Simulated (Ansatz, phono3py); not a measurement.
# KI (Fm-3m): lattice thermal conductivity

How well does the lattice of KI conduct heat?

Measurements to reproduce:
- thermal conductivity 2.6 W/m/K near room temperature (given in “Combining the AFLOW GIBBS and Elastic Libraries to efficiently and robustly screen thermo-mechanical properties of solids”, 2017, arXiv:1611.05714)
- thermal conductivity 2.6 W/m/K near room temperature (given in “Predicting the lattice thermal conductivity of solids by solving the Boltzmann transport equation: AFLOW - AAPL an automated, accurate and efficient framework”, 2017, arXiv:1611.05481)

Main program and level: Ansatz 0.2.0; DFT LDA, scalar-relativistic, plane waves, PAW, in the first sound run; inputs show where later runs differ.

## (1) Starting point

Symmetry: Fm-3m, No. 225, cubic system. Conventional cell: a = 7.066 Å, b = 7.066 Å, c = 7.066 Å, α = 90.00°, β = 90.00°, γ = 90.00°. K has 6 I at 3.53 Å nearest. Nearest to I lie 6 K at 3.53 Å. Farther neighbours and most contacts between anions are not listed.

## (2) Probe on a coarse mesh

A cheap single point shows whether the cell is a metal or an insulator and how far it is from rest; that sets the k-mesh and the occupations of what follows.

input.yaml reads:

```yaml
crystal:
  lattice:
    - [0.0, 3.532775, 3.532775]
    - [3.532775, 0.0, 3.532775]
    - [3.532775, 3.532775, 0.0]
  atoms:
    - { symbol: K, position: [0.0, 0.0, 0.0] }
    - { symbol: I, position: [0.5, 0.5, 0.5] }
kpoints:
  mp_grid: { grid: [4, 4, 4] }
hamiltonian:
  xc: lda
scf:
  occupations: { method: gaussian, width: 0.1 }
output:
  forces: true
  stress: true
  eigenvalues: true
```

Launch:

```
> ansatz run input.yaml --threads 8 --pin off --max-ram 16384MiB --backend cpu --events-out ev --progress --plain --runs-dir out
```

Numbers of over 12 decimals in the logs are rounded to 6 here.

What it wrote:

```text
Engine: ansatz 0.2.0, aarch64-unknown-linux-gnu
Pseudopotentials: kind: paw
Pseudopotential: K, paw, valence charge 9, recommended cutoff 420 eV (normal), K.paw.azcp
Pseudopotential: I, paw, valence charge 17, recommended cutoff 420 eV (normal), I.paw.azcp
Functional definition: SPW92
  exchange = slater_x
  correlation = pw_c
Crystal: 2 atoms, lattice volume = 88.182 Å³
Basis set: ecut = 420 eV, 1759 PW (Γ)
Bands: 17, of which v1, the nominal top of the filled ones, is band 13 counted from 1 (12 counted from 0)
Symmetry: 48 space group operations
Space group: Fm-3m (ITA 225), of the structure as read, at distance tolerance 4.5e-5 Å
k-points: 8 of 64
Non-local potential: K, projectors of the file, l = 0: 3, l = 1: 2, l = 2: 2
Non-local potential: I, projectors of the file, l = 0: 2, l = 1: 2, l = 2: 2, l = 3: 2
PAW form: soft (Blöchl's): semilocal exchange-correlation on the pseudo side does not see the compensation charge
PAW frozen core: K, regenerated for the run's functional, and the local potential with it (the file was generated under x = pbe(κ = 0.804, μ = 0.219515), c = pbe(β = 0.066725))
PAW frozen core: I, regenerated for the run's functional, and the local potential with it (the file was generated under x = pbe(κ = 0.804, μ = 0.219515), c = pbe(β = 0.066725))
PAW one-centre angular grid: K, 110 points (default); XC on 64 Gauss nodes
PAW one-centre angular grid: I, 590 points (default); XC on 64 Gauss nodes
Initial density: superposition of atomic densities (neutral atoms: chi_scale 0, normalization atom), corrected by the library's trained network
Initial wavefunctions: pseudopotential atomic-orbital guess
Functional: x = slater, c = lda
SCF iter   1: F=—  HF=-8855.058116 eV  |F-HF|=—  |Δ(HF+E_count)|=         —  Δρ=4.31e-3  dr2=7.36e-3  ethr=1.77e-3  ⟨swp⟩=6.4  Hψ=763  notcnv=0
preconditioner: auto → none  [insulator: Δε(μ)=3.589 eV  Ē_g=13.460 eV  σ=0.100 eV  W_gap=1.00  n_scr=14 (ndim 8)  ℏωp=14.8 eV  f_vac=0.139  D(μ)=0.00/eV (n_scr^D=0)  ε∞_Penn≈2.2]
SCF iter   2: F=—  HF=-8855.055429 eV  |F-HF|=—  |Δ(HF+E_count)|=   2.69e-3  Δρ=2.15e-3  dr2=1.72e-3  ethr=2.83e-5  ⟨swp⟩=2.0  Hψ=243  notcnv=0
SCF iter   3: F=—  HF=-8855.055401 eV  |F-HF|=—  |Δ(HF+E_count)|=   2.84e-5  Δρ=6.36e-4  dr2=6.39e-4  ethr=6.60e-6  ⟨swp⟩=2.0  Hψ=240  notcnv=0
SCF iter   4: F=—  HF=-8855.055102 eV  |F-HF|=—  |Δ(HF+E_count)|=   2.99e-4  Δρ=1.40e-4  dr2=2.32e-5  ethr=2.46e-6  ⟨swp⟩=3.0  Hψ=240  notcnv=0
SCF iter   5: F=—  HF=-8855.055087 eV  |F-HF|=—  |Δ(HF+E_count)|=   1.42e-5  Δρ=2.57e-5  dr2=7.37e-7  ethr=8.94e-8  ⟨swp⟩=2.0  Hψ=240  notcnv=0
SCF iter   6: F=-8855.055087 eV  HF=-8855.055087 eV  |F-HF|=4.20e-9  |Δ(HF+E_count)|=   3.67e-7  Δρ=4.17e-6  dr2=8.37e-9  ethr=3.85e-10  ⟨swp⟩=7.2  Hψ=692  notcnv=0
SCF 1 converged in 6 iterations: F = -8855.055087 eV  dr2 = 8.37e-9
  greatest PAW one-centre occupation: 1.000 electrons in one spin orbital (limit 2), on the I atom at site 1 (counted from 0), in its partial waves of l = 2
SCF converged after 6 iterations
Free energy (F): -8855.055087 eV
Harris-Foulkes:  -8855.055087 eV  (|F-HF|=4.20e-9)
Internal energy: -8855.055087 eV  (E = F + TS)
E sigma→0 (E₀):  -8855.055087 eV
Fermi energy:    3.803860 eV
--- Per-component energies (eV) ---
  E_band       = -527.480405
  E_kinetic    = 443.126766
  E_local      = -2837.770027  (includes V_loc(G=0)·N_el)
  E_nonlocal   = -69.792785
  E_hartree    = 1340.208695
  E_xc         = -260.082892
  E_vxc        = -291.967390  (∫ρ·V_xc dr)
  E_paw        = -5403.351261  (= ΣΔE_a)
  E_vpaw       = -451.491451  (= ΣTr[D̂ρ^β])
  E_aug_tail   = 0.000059  (compensation charges beyond the density's cutoff)
  E_ewald      = -2068.432357
  E_core_change = 1.038715  (= ΣΔE_core)
  E_smearing   = -0.000000  (= −TS)
  E_closure    = -0.000000  (closes the sum)
  Σ components = -8855.055087   (vs F -8855.055087, Δ=0.00e0)
--- Forces (eV/Å), atoms counted from 1 ---
  atom   1  K     -0.00000000     0.00000000     0.00000000
  atom   2  I      0.00000000     0.00000000     0.00000000
  max |Σ_I F_I| component: 5.61e-29 eV/Å
--- Stress (GPa, compression-positive) ---
       -1.306057      -0.000000       0.000000
       -0.000000      -1.306057      -0.000000
       -0.000000      -0.000000      -1.306057
  P = ⅓ Tr σ = -1.3061 GPa (-13.061 kbar)
--- Band table (eV; the first three rows and the last of 8) ---
  k-point 0: bands = [... 9 lower, -8.6159, 1.9998, 1.9998, 1.9998, 5.6049, 8.3004, 8.3004, 8.3004]
  k-point 1: bands = [... 9 lower, -8.4586, 1.1936, 1.8150, 1.8150, 6.7450, 8.3421, 8.9143, 8.9143]
  k-point 2: bands = [... 9 lower, -8.3140, 0.6162, 1.6482, 1.6482, 7.2494, 9.4415, 9.9806, 9.9806]
  k-point 7: bands = [... 9 lower, -8.4050, 1.2421, 1.2421, 1.3710, 8.2401, 8.2401, 8.3955, 9.9118]
```

Run time: 0.34 s. Hardware: 8 threads of Arm Neoverse V1, shared host; peak memory 0.34 GiB; 1.3 s of CPU time.

A gap read on the k-mesh alone can miss the band edges.

Numbers from this step:

```
pressure          : -1.306 GPa
gap on the k-mesh : 3.605 eV
volume per atom   : 44.09 Å³
```

The start is under -1.3 GPa at this level and looks like an insulator or semiconductor on this mesh.

## (3) Finding the static equilibrium

Phonons are second derivatives about a minimum, so cell and atoms are relaxed first, inside the symmetry of the start.

input.yaml, the sections that differ from step 2:

```yaml
kpoints:
  mp_grid: { grid: [6, 6, 6] }
scf:
  occupations: { method: gaussian, width: 0.02 }
output:
  forces: true
  stress: true
  eigenvalues: true
  write_density: true
  write_potential: true
  elf: true
  volumetric_format: npy
relax:
  adjacent_minimum: "off"
  f_tol: 0.005
  max_steps: 80
  cell: { stress_tol: 0.05 }
# crystal, hamiltonian: as in step 2
```

What it wrote:

```text
[...]
Crystal: 2 atoms, lattice volume = 88.182 Å³
Basis set: ecut = 420 eV, 1759 PW (Γ)
Bands: 17, of which v1, the nominal top of the filled ones, is band 13 counted from 1 (12 counted from 0)
Symmetry: 48 space group operations
[...]
k-points: 16 of 216
[...]
SCF iter   1: F=—  HF=-8855.059262 eV  |F-HF|=—  |Δ(HF+E_count)|=         —  Δρ=4.31e-3  dr2=7.75e-3  ethr=1.77e-3  ⟨swp⟩=6.9  Hψ=1633  notcnv=0
[...]
SCF iter   6: F=-8855.056220 eV  HF=-8855.056220 eV  |F-HF|=1.44e-10  |Δ(HF+E_count)|=   1.33e-7  Δρ=2.18e-6  dr2=1.11e-9  ethr=3.85e-10  ⟨swp⟩=10.5  Hψ=2044  notcnv=0
SCF 1 converged in 6 iterations: F = -8855.056220 eV  dr2 = 1.11e-9
[...]
relax step   1: F+E_penalty+E_count = -8855.05622008 eV  Δ(F+E_penalty+E_count) = +0.000e0 eV  max|allowed force component| = 2.925e-29 eV/Å  Δτ_max = 0.0000 Å  P = -1.314 GPa  Ω = 88.182 Å³  (6 SCF iters, dr2 threshold 1.00e-7 eV, accepted)
Crystal: 2 atoms, lattice volume = 84.449 Å³
Basis set: ecut = 420 eV, 1639 PW (Γ)
[...]
iter 1 solved again at ethr=1.13e-5 eV; its pass at ethr=3.10e-3 eV (dr2=2.94e-3 eV) is discarded
[...]
SCF iter   5: F=-8855.082313 eV  HF=-8855.082313 eV  |F-HF|=2.07e-8  |Δ(HF+E_count)|=   5.88e-7  Δρ=8.23e-6  dr2=5.24e-8  ethr=7.69e-10  ⟨swp⟩=8.8  Hψ=2104  notcnv=0
SCF 2 converged in 5 iterations: F = -8855.082313 eV  dr2 = 5.24e-8
relax step   2: F+E_penalty+E_count = -8855.08231257 eV  Δ(F+E_penalty+E_count) = -2.609e-2 eV  max|allowed force component| = 1.252e-29 eV/Å  Δτ_max = 0.0000 Å  P = -0.873 GPa  Ω = 84.449 Å³  energy of the carried Pulay correction = +3.668e-4 eV  (5 SCF iters, dr2 threshold 2.00e-7 eV, accepted)
Crystal: 2 atoms, lattice volume = 77.921 Å³
Basis set: ecut = 420 eV, 1471 PW (Γ)
[...]
SCF iter   5: F=-8855.097018 eV  HF=-8855.097018 eV  |F-HF|=4.23e-8  |Δ(HF+E_count)|=   1.60e-6  Δρ=1.40e-5  dr2=1.40e-7  ethr=7.69e-10  ⟨swp⟩=9.2  Hψ=2192  notcnv=0
SCF 3 converged in 5 iterations: F = -8855.097018 eV  dr2 = 1.40e-7
relax step   3: F+E_penalty+E_count = -8855.09701786 eV  Δ(F+E_penalty+E_count) = -1.471e-2 eV  max|allowed force component| = 2.327e-29 eV/Å  Δτ_max = 0.0000 Å  P = +0.279 GPa  Ω = 77.921 Å³  energy of the carried Pulay correction = +1.048e-3 eV  (5 SCF iters, dr2 threshold 2.00e-7 eV, accepted)
[...]
relax step   4: F+E_penalty+E_count = -8855.09796327 eV  Δ(F+E_penalty+E_count) = -9.454e-4 eV  max|allowed force component| = 5.285e-29 eV/Å  Δτ_max = 0.0000 Å  P = -0.035 GPa  Ω = 79.408 Å³  energy of the carried Pulay correction = +8.882e-4 eV  (5 SCF iters, dr2 threshold 1.95e-7 eV, accepted)
[...]
SCF iter   5: F=-8855.097118 eV  HF=-8855.097118 eV  |F-HF|=0.00e0  |Δ(HF+E_count)|=  1.44e-10  Δρ=1.19e-7  dr2=5.09e-12  ethr=1.00e-12  ⟨swp⟩=5.2  Hψ=1502  notcnv=0
SCF 5 converged in 5 iterations: F = -8855.097118 eV  dr2 = 5.09e-12
relax step   5: F+E_penalty+E_count = -8855.09711844 eV  Δ(F+E_penalty+E_count) = +8.448e-4 eV  max|allowed force component| = 1.120e-28 eV/Å  Δτ_max = 0.0000 Å  P = -0.038 GPa  Ω = 79.408 Å³  stress off target by 3.84e-2 GPa  SCF on the basis re-selected at this cell (its energy is not comparable with the rows above)  (5 SCF iters)
basis re-selected at this cell: Δ(F+E_penalty+E_count) = +8.448e-4 eV, ΔP = -0.003 GPa vs the last step (what re-selecting the basis moved, of the pressure what is left beyond the Pulay correction that the steps carried, after the strain that the cell walked since its last selection, with what the two solves' SCF thresholds leave and, on support functions, any second-order correction that the steps lacked; it is no m [...]
SCF converged after 5 iterations
Free energy (F): -8855.097118 eV
[...]
Internal energy: -8855.097118 eV  (E = F + TS)
E sigma→0 (E₀):  -8855.097118 eV
Fermi energy:    4.810176 eV
[...]
--- Stress (GPa, compression-positive) ---
       -0.038388      -0.000000      -0.000000
       -0.000000      -0.038388      -0.000000
       -0.000000      -0.000000      -0.038388
  P = ⅓ Tr σ = -0.0384 GPa (-0.384 kbar)
--- Band table (eV; the first three rows and the last of 16) ---
  k-point 0: bands = [... 9 lower, -7.9116, 2.8787, 2.8787, 2.8787, 6.7415, 9.1180, 9.1180, 9.1180]
  k-point 1: bands = [... 9 lower, -7.7683, 2.3414, 2.7541, 2.7541, 7.4447, 9.0654, 9.4424, 9.4424]
  k-point 2: bands = [... 9 lower, -7.5280, 1.5541, 2.5282, 2.5282, 8.1001, 9.9320, 10.2473, 10.2473]
  k-point 15: bands = [... 9 lower, -7.6210, 1.8190, 2.1883, 2.1888, 8.2396, 9.3052, 10.2348, 11.3240]
--- Relaxed structure (4 steps of the walk, 4 accepted, 1 SCFs on fresh bases) ---
  F+E_penalty+E_count = -8855.09711844 eV   max|allowed force component| = 1.120e-28 eV/Å   (the final SCF, on the basis selected at the relaxed cell)
  cell:  # Å, volume = 79.4081 Å³
    - [0, 3.411496, 3.411496]
    - [3.411496, 0, 3.411496]
    - [3.411496, 3.411496, 0]
  atoms:
    - { symbol: K, position: [0, 0, 0] }
    - { symbol: I, position: [0.500000, 0.500000, 0.500000] }
```

Wall time 1.8 s (8 threads); peak memory 0.4 GiB.

Relaxation path:

```csv
step,energy less that of the first step (eV),largest force component (eV/Å),pressure (GPa),volume (Å³)
1,0.0000,0.0000,-1.31,88.18
2,-0.0261,0.0000,-0.87,84.45
3,-0.0408,0.0000,0.28,77.92
4,-0.0417,0.0000,-0.04,79.41
5*,-0.0409,0.0000,-0.04,79.41
```

Relaxation steps marked * repeat the geometry before them on a plane-wave basis chosen anew for their cell, so energy and pressure can jump there.

The run keeps the 48 symmetry operations that it works with, so distortions that break them were not tested.

```csv
"conventional cell, symmetrised",before,after,change
a (Å),7.066,6.823,-3.4 %
b (Å),7.066,6.823,-3.4 %
c (Å),7.066,6.823,-3.4 %
volume (Å³/atom),44.09,39.70,-9.9 %
```

Final coordinates:

```xyz
2
Lattice="0.0000 3.4115 3.4115 3.4115 0.0000 3.4115 3.4115 3.4115 0.0000" Properties=species:S:1:pos:R:3 pbc="T T T"
K     0.0000    0.0000    0.0000
I     3.4115    3.4115    3.4115
```

Numbers from this step:

* pressure: -0.03839 GPa
* gap on the k-mesh: 3.863 eV
* volume per atom: 39.70 Å³

Electrostatic potential energy in the ac plane of the conventional cell at fractional y = 0.000, with atoms of K and I within 0.2 Å of it. With pseudopotentials it is smooth inside the atoms' cores, unlike the true potential.

Ten even steps from '_' (-38 eV) to '@' (8 eV), each cell a mean:
```
__..++%%@@@@%%++##@@@@++**@@@@@@##--__
::==##@@@@@@%%**++**++++##@@@@@@%%**--
##%%@@@@@@@@@@%%##****##@@@@@@@@@@%%##
@@@@@@@@@@@@@@@@@@%%@@@@@@@@@@@@@@@@@@
@@@@@@@@@@@@@@@@@@@@@@@@@@@@@@@@@@@@@@
@@@@@@@@@@@@@@@@@@@@@@@@@@@@@@@@@@@@@@
**##%%@@@@@@@@@@%%####%%@@@@@@@@@@##**
**++**%%@@@@@@##==::--**%%@@@@@@##++++
@@##++%%@@@@%%++..____--##@@@@@@**++@@
@@%%++##@@@@%%++______::##@@@@%%****@@
%%**++%%@@@@%%**::__..==%%@@@@@@##++##
++++##@@@@@@@@%%**++++##@@@@@@@@%%**++
##%%@@@@@@@@@@@@%%%%%%@@@@@@@@@@@@%%%%
@@@@@@@@@@@@@@@@@@@@@@@@@@@@@@@@@@@@@@
@@@@@@@@@@@@@@@@@@@@@@@@@@@@@@@@@@@@@@
%%%%@@@@@@@@@@@@%%##%%%%@@@@@@@@@@@@%%
++**%%@@@@@@@@##++++++**%%@@@@@@@@##++
__::**%%@@@@%%++**%%##++##@@@@@@%%==..
____++%%@@@@##++%%@@@@****@@@@@@##::__
```
Columns run along a (6.8 Å; values clipped at the 3rd and 97th percentile), rows up along c (6.8 Å), edges of the conventional cell, whose origin can differ from the input's. Atoms in or near the plane, at fractional coordinates: K at (0.00, 0.00), K at (0.50, 0.50), I at (0.50, 0.00), I at (0.00, 0.50).

ELF in the ac plane of the conventional cell at fractional y = 0.000, with atoms of K and I within 0.2 Å of it. It is the smooth field of the valence electrons, not physical close to the nuclei.

Values, 10 rows by 16 columns, each cell a mean:
```
0.81 0.83 0.49 0.09 0.47 0.74 0.61 0.40 0.37 0.54 0.71 0.65 0.16 0.27 0.76 0.82
0.42 0.29 0.09 0.04 0.29 0.64 0.72 0.71 0.70 0.72 0.70 0.44 0.09 0.05 0.22 0.39
0.42 0.40 0.31 0.13 0.06 0.14 0.22 0.26 0.26 0.24 0.17 0.07 0.07 0.24 0.37 0.41
0.66 0.70 0.73 0.53 0.11 0.07 0.36 0.58 0.61 0.47 0.17 0.05 0.35 0.71 0.73 0.67
0.32 0.48 0.69 0.66 0.16 0.31 0.81 0.81 0.75 0.84 0.55 0.10 0.48 0.73 0.58 0.34
0.37 0.54 0.71 0.65 0.16 0.27 0.76 0.82 0.81 0.83 0.49 0.09 0.47 0.74 0.61 0.40
0.70 0.72 0.70 0.44 0.09 0.05 0.22 0.39 0.42 0.29 0.09 0.04 0.29 0.64 0.72 0.71
0.26 0.24 0.17 0.07 0.07 0.24 0.37 0.41 0.42 0.40 0.31 0.13 0.06 0.14 0.22 0.26
0.61 0.47 0.17 0.05 0.35 0.71 0.73 0.67 0.66 0.70 0.73 0.53 0.11 0.07 0.36 0.58
0.75 0.84 0.55 0.10 0.48 0.73 0.58 0.34 0.32 0.48 0.69 0.66 0.16 0.31 0.81 0.81
```
Columns run along a (6.8 Å), rows up along c (6.8 Å), edges of the conventional cell, whose origin can differ from the input's. Atoms in or near the plane, at fractional coordinates: K at (0.00, 0.00), K at (0.50, 0.50), I at (0.50, 0.00), I at (0.00, 0.50).

Valence density in the ac plane of the conventional cell at fractional y = 0.000, with atoms of K and I within 0.2 Å of it. It is the smooth field of the valence electrons, not physical close to the nuclei.

Values in e/Å³, 10 rows by 16 columns, each cell a mean:
```
 3  2  0  0  0  0  1  7  9  3  1  0  0  0  1  3
 0  0  0  0  0  0  0  1  1  0  0  0  0  0  0  0
 0  0  0  0  0  0  0  0  0  0  0  0  0  0  0  0
 1  1  0  0  0  0  0  1  1  0  0  0  0  0  0  1
12  4  1  0  0  0  1  3  4  2  0  0  0  0  2  9
 9  3  1  0  0  0  1  3  3  2  0  0  0  0  1  7
 1  0  0  0  0  0  0  0  0  0  0  0  0  0  0  1
 0  0  0  0  0  0  0  0  0  0  0  0  0  0  0  0
 1  0  0  0  0  0  0  1  1  1  0  0  0  0  0  1
 4  2  0  0  0  0  2  9 12  4  1  0  0  0  1  3
```
Columns run along a (6.8 Å), rows up along c (6.8 Å), edges of the conventional cell, whose origin can differ from the input's. Atoms in or near the plane, at fractional coordinates: K at (0.00, 0.00), K at (0.50, 0.50), I at (0.50, 0.00), I at (0.00, 0.50).

The relaxation ends with a pressure of -0.04 GPa.

(Continued in part 2 of 3.)

[Logs are printed without paths, hosts, clocks, repeated set-up lines and the standing remarks that a program may print on its own settings, such as how far it seeks lower states.]

[Hosts, paths, dates, database ids (printed as entryN), source tags and the programs' standing remarks are cut or masked in the printed files.]

[A step with changed settings may run another functional than the one named; its input shows which.]
